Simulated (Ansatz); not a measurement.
## Ag(111) with 4 thermally displaced layers, 2x2: scattering by thermal displacements

Aim: the resistivity of Ag at 800 K from frozen thermal displacements between perfect leads.

Method: Ansatz plane-wave DFT, PBE, PAW files; ballistic transport by layer matching (Landauer), zero bias; PAW set soft_1, in Ansatz 0.2.0.

Most raw output is cut from this account.

### 1. The starting structure

The cell holds 40 atoms: 40 Ag. Its edges and angles: a = 5.779 Å, b = 5.779 Å, c = 23.651 Å, α = 93.5°, β = 86.5°, γ = 120.0°. It derives from Ag. Regions: lead, 24 atoms (24 Ag); scattering region, 16 atoms (16 Ag). The structure is stacked along c, and the current runs across the ab planes.

### 2. With 4 displaced layers

Each atom of 4 layers is moved at random, by amounts drawn from a normal law 0.1462 Å wide in each direction from the Debye model (225 K) at 800 K. The layers about the cell's end stay perfect and serve as the lead. Disorder leaves little or no symmetry, which makes such runs dear. Energies from -0.05 to 0.05 eV in steps of 0.05 eV are too few for the program's thermal sum, so it prints no conductance; for a metal the transmission near the Fermi level serves, at a fraction of the cost.

input.yaml

```yaml
crystal:
  lattice:
    - [5.7787594586, 0.0, 0.0]
    - [-2.8893797293, 5.0045524935, 0.0]
    - [1.4446898646, -0.8340920822, 23.5916866996]
  atoms:
    - { symbol: Ag, position: [0.9916666667, 0.0083333333, 0.05] }
    - { symbol: Ag, position: [0.9916666667, 0.5083333333, 0.05] }
    - { symbol: Ag, position: [0.4916666667, 0.0083333333, 0.05] }
    - { symbol: Ag, position: [0.4916666667, 0.5083333333, 0.05] }
    - { symbol: Ag, position: [0.1416666667, 0.3583333333, 0.15] }
    - { symbol: Ag, position: [0.1416666667, 0.8583333333, 0.15] }
    - { symbol: Ag, position: [0.6416666667, 0.3583333333, 0.15] }
    - { symbol: Ag, position: [0.6416666667, 0.8583333333, 0.15] }
[... 28 atom lines left out ...]
    - { symbol: Ag, position: [0.8416666667, 0.1583333333, 0.95] }
    - { symbol: Ag, position: [0.8416666667, 0.6583333333, 0.95] }
    - { symbol: Ag, position: [0.3416666667, 0.1583333333, 0.95] }
    - { symbol: Ag, position: [0.3416666667, 0.6583333333, 0.95] }
kpoints:
  mp_grid: { grid: [4, 4, 1] }
hamiltonian:
  xc: pbe
  pseudopotentials: { kind: paw, azcp: { folder: soft_1 } }
scf:
  occupations: { method: fermi_dirac, width: 0.1 }
output:
  transmission: { leads: [[0, 4]], kmesh: [8, 8], e_range: [-0.05, 0.05], de: 0.05 }
  write_potential: true
  write_density: true
  volumetric_format: npy
  elf: true
```

Started as:

```sh
$ ansatz run input.yaml --threads 8 --pin off --max-ram 15360MiB --backend cpu --events-out ev --progress --plain --runs-dir out
```

Wall time 7.5 min (8 threads of Arm Neoverse N1, shared host); peak memory 9.1 GiB.

Numbers from this step:

* free energy: -303620.4954 eV
* energy at zero smearing: -303620.2801 eV
* Fermi energy: 17.24 eV
* cell area: 28.92 Å²
* transmission per spin nearest the Fermi level: 3.055
* open channels per spin nearest the Fermi level: 3.234
* step of the lead's potential: 13.9 meV

Per spin. Transmission, zone mean against energy, zero at the Fermi level:

```tsv
energy (eV)	transmission, zone mean
-0.0500	3.04
0.0000	3.05
0.0500	3.06
```

Per spin. The open channels, zone mean, lead stays at 3.23 for energy from -0.05 to 0.05 eV.

Transmission over k1 and k2. At 0.0000 eV from the Fermi level.

Ten even steps from '_' (2.48) to '@' (3.70):
```
--%%----@@------
----%%--%%------
------..__------
@@@@@@______@@@@
--------__..----
--------%%--%%--
--------@@----%%
@@------@@------
```
Columns: k1 (b1) from -0.5 to 0.375; rows upwards: k2 (b2) from -0.5 to 0.375.

Open channels over k1 and k2. At 0.0000 eV from the Fermi level.

Values, 8 rows by 8 columns:
```
3.00 4.00 3.00 3.00 4.00 3.00 3.00 3.00
3.00 3.00 4.00 3.00 4.00 3.00 3.00 3.00
3.00 3.00 3.00 3.00 3.00 3.00 3.00 3.00
4.00 4.00 4.00 3.00 3.00 3.00 4.00 4.00
3.00 3.00 3.00 3.00 3.00 3.00 3.00 3.00
3.00 3.00 3.00 3.00 4.00 3.00 4.00 3.00
3.00 3.00 3.00 3.00 4.00 3.00 3.00 4.00
4.00 3.00 3.00 3.00 4.00 3.00 3.00 3.00
```
Columns: k1 (b1) from -0.5 to 0.375; rows upwards: k2 (b2) from -0.5 to 0.375.

Valence density in the cb plane at fractional x = 0.031, with atoms of Ag within 0.2 Å of it. It is the smooth field of the valence electrons, not physical close to the nuclei.

Values in e/Å³, 8 rows by 16 columns, each cell a mean:
```
 1  0  0  0  0  0  7  6  0  0  0  0  0  5 10  0
 2  0  0  0  0  0  5  4  0  0  0  0  0  1  1  0
 1  0  0  0  3  1  0  0  0  1  0  2  2  0  0  0
 0  0  0  0  5  1  2  1  0  0  0  1  1  3  5  0
 1  0  0  0  1  0 11  5  0  0  0  0  0  5 10  0
 2  0  0  0  0  0  4  2  0  0  0  0  0  1  1  0
 1  0  0  0  4  1  0  0  0  0  0  1  1  0  0  0
 0  0  0  0  5  1  1  1  0  0  0  0  0  3  5  0
```
Columns run along c (16.0 Å, from fractional 0.16 to 0.84 of the cell), rows up along b (5.8 Å). Atoms in or near the plane, at fractional coordinates: Ag at (0.44, 0.40), Ag at (0.45, 0.89), Ag at (0.75, 0.46), Ag at (0.75, 0.96).

ELF in the cb plane at fractional x = 0.031, with atoms of Ag within 0.2 Å of it. It is the smooth field of the valence electrons, not physical close to the nuclei.

Values, 8 rows by 16 columns, each cell a mean:
```
0.25 0.17 0.17 0.16 0.22 0.19 0.48 0.47 0.18 0.18 0.16 0.15 0.17 0.43 0.57 0.20
0.34 0.17 0.17 0.16 0.18 0.19 0.43 0.39 0.18 0.19 0.17 0.19 0.20 0.24 0.27 0.18
0.22 0.17 0.17 0.19 0.41 0.26 0.20 0.19 0.18 0.28 0.17 0.35 0.34 0.19 0.19 0.18
0.17 0.17 0.17 0.20 0.46 0.28 0.31 0.25 0.17 0.21 0.17 0.30 0.28 0.33 0.45 0.19
0.25 0.17 0.17 0.17 0.23 0.22 0.59 0.43 0.17 0.17 0.16 0.18 0.20 0.43 0.57 0.20
0.34 0.17 0.17 0.17 0.20 0.20 0.42 0.30 0.16 0.15 0.15 0.22 0.20 0.24 0.27 0.18
0.22 0.17 0.17 0.19 0.42 0.28 0.19 0.16 0.15 0.17 0.15 0.31 0.25 0.18 0.19 0.18
0.17 0.17 0.17 0.20 0.46 0.29 0.23 0.23 0.17 0.17 0.16 0.19 0.18 0.33 0.45 0.19
```
Columns run along c (16.0 Å, from fractional 0.16 to 0.84 of the cell), rows up along b (5.8 Å). Atoms in or near the plane, at fractional coordinates: Ag at (0.44, 0.40), Ag at (0.45, 0.89), Ag at (0.75, 0.46), Ag at (0.75, 0.96).

Electrostatic potential energy in the cb plane at fractional x = 0.031, with atoms of Ag within 0.2 Å of it. With pseudopotentials it is smooth inside the atoms' cores, unlike the true potential.

Values in eV, 8 rows by 16 columns, each cell a mean:
```
  9  18  18  19  12  15  -4  -4  18  18  20  20  19  -2  -3  15
 -1  18  17  20  16  16  -4  -2  18  15  19  15  14   9   6  17
 12  19  18  16  -6   7  14  15  17   4  16  -2  -1  16  15  17
 19  19  18  14 -10   5   3   8  18  13  18   3   5   1  -5  16
  9  18  17  19  10  12  -2  -2  19  19  20  17  17  -3  -3  15
 -1  18  17  20  15  14  -4   4  19  19  20  12  14   9   6  17
 12  19  18  16  -7   5  16  18  19  17  19   2   8  17  15  17
 19  19  18  15  -9   4  11  11  19  17  19  14  16   2  -5  16
```
Columns run along c (16.0 Å, from fractional 0.16 to 0.84 of the cell; values clipped at the 3rd and 97th percentile), rows up along b (5.8 Å). Atoms in or near the plane, at fractional coordinates: Ag at (0.44, 0.40), Ag at (0.45, 0.89), Ag at (0.75, 0.46), Ag at (0.75, 0.96).

Over the solved energies the transmission per spin lies between 3.04 and 3.06, out of 3.23 channels of the lead on average (up to 3.23).

### 3. With 8 displaced layers

Each atom of 8 layers is moved at random, by amounts drawn from a normal law 0.1462 Å wide in each direction from the Debye model (225 K) at 800 K. A fresh draw is used; the growth of the resistance with length is what counts.

System of this step: Ag(111) with 8 thermally displaced layers, 2x2. The cell holds 56 atoms: 56 Ag. Cell: a = 5.779 Å, b = 5.779 Å, c = 33.070 Å, α = 87.5°, β = 92.5°, γ = 120.0°. It derives from Ag. Regions: lead, 24 atoms (24 Ag); scattering region, 32 atoms (32 Ag). The structure is stacked along c, and the current runs across the ab planes.

input.yaml

```yaml
crystal:
  lattice:
    - [5.7787594586, 0.0, 0.0]
    - [-2.8893797293, 5.0045524935, 0.0]
    - [-1.4446898646, 0.8340920822, 33.0283613795]
  atoms:
    - { symbol: Ag, position: [0.005952381, 0.994047619, 0.0357142857] }
    - { symbol: Ag, position: [0.005952381, 0.494047619, 0.0357142857] }
    - { symbol: Ag, position: [0.505952381, 0.994047619, 0.0357142857] }
    - { symbol: Ag, position: [0.505952381, 0.494047619, 0.0357142857] }
    - { symbol: Ag, position: [0.1845238095, 0.3154761905, 0.1071428571] }
    - { symbol: Ag, position: [0.1845238095, 0.8154761905, 0.1071428571] }
    - { symbol: Ag, position: [0.6845238095, 0.3154761905, 0.1071428571] }
    - { symbol: Ag, position: [0.6845238095, 0.8154761905, 0.1071428571] }
[... 44 atom lines left out ...]
    - { symbol: Ag, position: [0.3273809524, 0.1726190476, 0.9642857143] }
    - { symbol: Ag, position: [0.3273809524, 0.6726190476, 0.9642857143] }
    - { symbol: Ag, position: [0.8273809524, 0.1726190476, 0.9642857143] }
    - { symbol: Ag, position: [0.8273809524, 0.6726190476, 0.9642857143] }
kpoints:
  mp_grid: { grid: [4, 4, 1] }
hamiltonian:
  xc: pbe
  pseudopotentials: { kind: paw, azcp: { folder: soft_1 } }
scf:
  occupations: { method: fermi_dirac, width: 0.1 }
output:
  transmission: { leads: [[0, 4]], kmesh: [8, 8], e_range: [-0.05, 0.05], de: 0.05 }
  write_potential: true
  write_density: true
  volumetric_format: npy
```

It took 13 min on 8 threads; peak memory 8.8 GiB.

This step gave:

```
free energy                                    : -425066.0780 eV
energy at zero smearing                        : -425065.7703 eV
Fermi energy                                   : 17.18 eV
transmission per spin nearest the Fermi level  : 2.903
open channels per spin nearest the Fermi level : 3.328
step of the lead's potential                   : 6.7 meV
```

Per spin. The transmission, zone mean by energy, zero at the Fermi level:

```tsv
energy (eV)	transmission, zone mean
-0.0500	2.89
0.0000	2.90
0.0500	2.89
```

Over the solved energies the transmission per spin lies between 2.89 and 2.90, out of 3.30 channels of the lead on average (up to 3.33).

### 4. With 12 displaced layers

Each atom of 12 layers is moved at random, by amounts drawn from a normal law 0.1462 Å wide in each direction from the Debye model (225 K) at 800 K. A fresh draw is used; the growth of the resistance with length is what counts.

System of this step: Ag(111) with 12 thermally displaced layers, 2x2. The cell holds 72 atoms: 72 Ag. Cell: a = 5.779 Å, b = 5.779 Å, c = 42.465 Å, α = 90.0°, β = 90.0°, γ = 120.0°. It derives from Ag. Regions: lead, 24 atoms (24 Ag); scattering region, 48 atoms (48 Ag). The structure is stacked along c, and the current runs across the ab planes.

input.yaml

```yaml
crystal:
  lattice:
    - [5.7787594586, 0.0, 0.0]
    - [-2.8893797293, 5.0045524935, 0.0]
    - [0.0, 0.0, 42.4650360593]
  atoms:
    - { symbol: Ag, position: [0.0, 0.0, 0.0277777778] }
    - { symbol: Ag, position: [0.0, 0.5, 0.0277777778] }
    - { symbol: Ag, position: [0.5, 0.0, 0.0277777778] }
    - { symbol: Ag, position: [0.5, 0.5, 0.0277777778] }
    - { symbol: Ag, position: [0.1666666667, 0.3333333333, 0.0833333333] }
    - { symbol: Ag, position: [0.1666666667, 0.8333333333, 0.0833333333] }
    - { symbol: Ag, position: [0.6666666667, 0.3333333333, 0.0833333333] }
    - { symbol: Ag, position: [0.6666666667, 0.8333333333, 0.0833333333] }
[... 60 atom lines left out ...]
    - { symbol: Ag, position: [0.3333333333, 0.1666666667, 0.9722222222] }
    - { symbol: Ag, position: [0.3333333333, 0.6666666667, 0.9722222222] }
    - { symbol: Ag, position: [0.8333333333, 0.1666666667, 0.9722222222] }
    - { symbol: Ag, position: [0.8333333333, 0.6666666667, 0.9722222222] }
kpoints:
  mp_grid: { grid: [4, 4, 1] }
hamiltonian:
  xc: pbe
  pseudopotentials: { kind: paw, azcp: { folder: soft_1 } }
scf:
  occupations: { method: fermi_dirac, width: 0.1 }
output:
  transmission: { leads: [[0, 4]], kmesh: [8, 8], e_range: [-0.05, 0.05], de: 0.05 }
  write_potential: true
  write_density: true
  volumetric_format: npy
```

The job ended after 22 min (8 threads; peak memory 8.1 GiB; 2.6 h of CPU time).

This step gave:

- free energy: -546509.9661 eV
- energy at zero smearing: -546509.5564 eV
- Fermi energy: 17.26 eV
- transmission per spin nearest the Fermi level: 2.711
- open channels per spin nearest the Fermi level: 3.234
- step of the lead's potential: 15.5 meV

Per spin. Table of transmission, zone mean by energy, zero at the Fermi level:

```tsv
energy (eV)	transmission, zone mean
-0.0500	2.71
0.0000	2.71
0.0500	2.73
```

Over the solved energies the transmission per spin lies between 2.71 and 2.73, out of 3.23 channels of the lead on average (up to 3.23).

### 5. The fit

This step: Ansatz plane-wave DFT, PBE, PAW files; ballistic transport by layer matching (Landauer), zero bias; resistivity from the slope of the area resistance; PAW set soft_1 (Ansatz 0.2.0).

Numbers from this step:

| Item | Value |
| --- | --- |
| resistivity | 8.028 µΩ cm |
| intercept | -0.002102 fΩ m² |
| scatter about the fit | 0.006006 fΩ m² |

Resistance, by row:

```tsv
run	length (Å)	T	channels N	RA (fΩ m²)
n4	9.437	3.051	3.234	0.06941
n8	18.87	2.893	3.297	0.1579
n12	28.31	2.715	3.234	0.2209
```

Table of area resistance by length of the displaced region:

```tsv
length of the displaced region (Å)	area resistance (fΩ m²)
9.44	0.0694
18.87	0.158
28.31	0.221
```

The area resistance goes from 0.069 to 0.22 fΩ m² between 9.4 and 28.3 Å, a slope of 8.0 µΩ cm.

By hand from the end points: (0.2209 − 0.06941) fΩ m² / (28.31 − 9.44) Å = 8.0 µΩ cm, since 1 fΩ m² per Å is 1000 µΩ cm.

### 6. Results

| Quantity | Value |
| --- | --- |
| resistivity from the slope | 8.03 µΩ cm |
| area resistance over 9.44 Å | 0.0694 fΩ m² |
| area resistance over 18.9 Å | 0.158 fΩ m² |
| area resistance over 28.3 Å | 0.221 fΩ m² |

What this shows: The slope gives 8.0 µΩ cm. The points scatter by 0.0060 fΩ m² about the line, with one random draw a length in a 2x2 cell, so the slope is a rough value. The mean square of the displacements drawn is 0.78, 0.99 and 1.2 of the nominal one at the three lengths; with each resistance scaled back by that, the slope is 5.2 µΩ cm, the value used below. The lead's own channel count moves between the runs (3.23, 3.30 and 3.23), which shifts RA and the slope too. Read with a model of isotropic scattering on a spherical Fermi surface and the lead's 0.87×10¹⁵ S/m², this slope means a mean free path near 195 Å; over these lengths the model's slope is 1.18 times its bulk resistivity, which would be 4.4 µΩ cm. Uncorrelated displacements put too much weight on short waves, which scatter strongly; with the sideways repeat of a small cell, one draw and three short lengths, the method is good to a factor of two or three.

[Logs are printed without paths, hosts, clocks, repeated set-up lines and the standing remarks that a program may print on its own settings, such as how far it seeks lower states.]

[Hosts, paths, dates, database ids (printed as entryN), source tags and the programs' standing remarks are cut or masked in the printed files.]
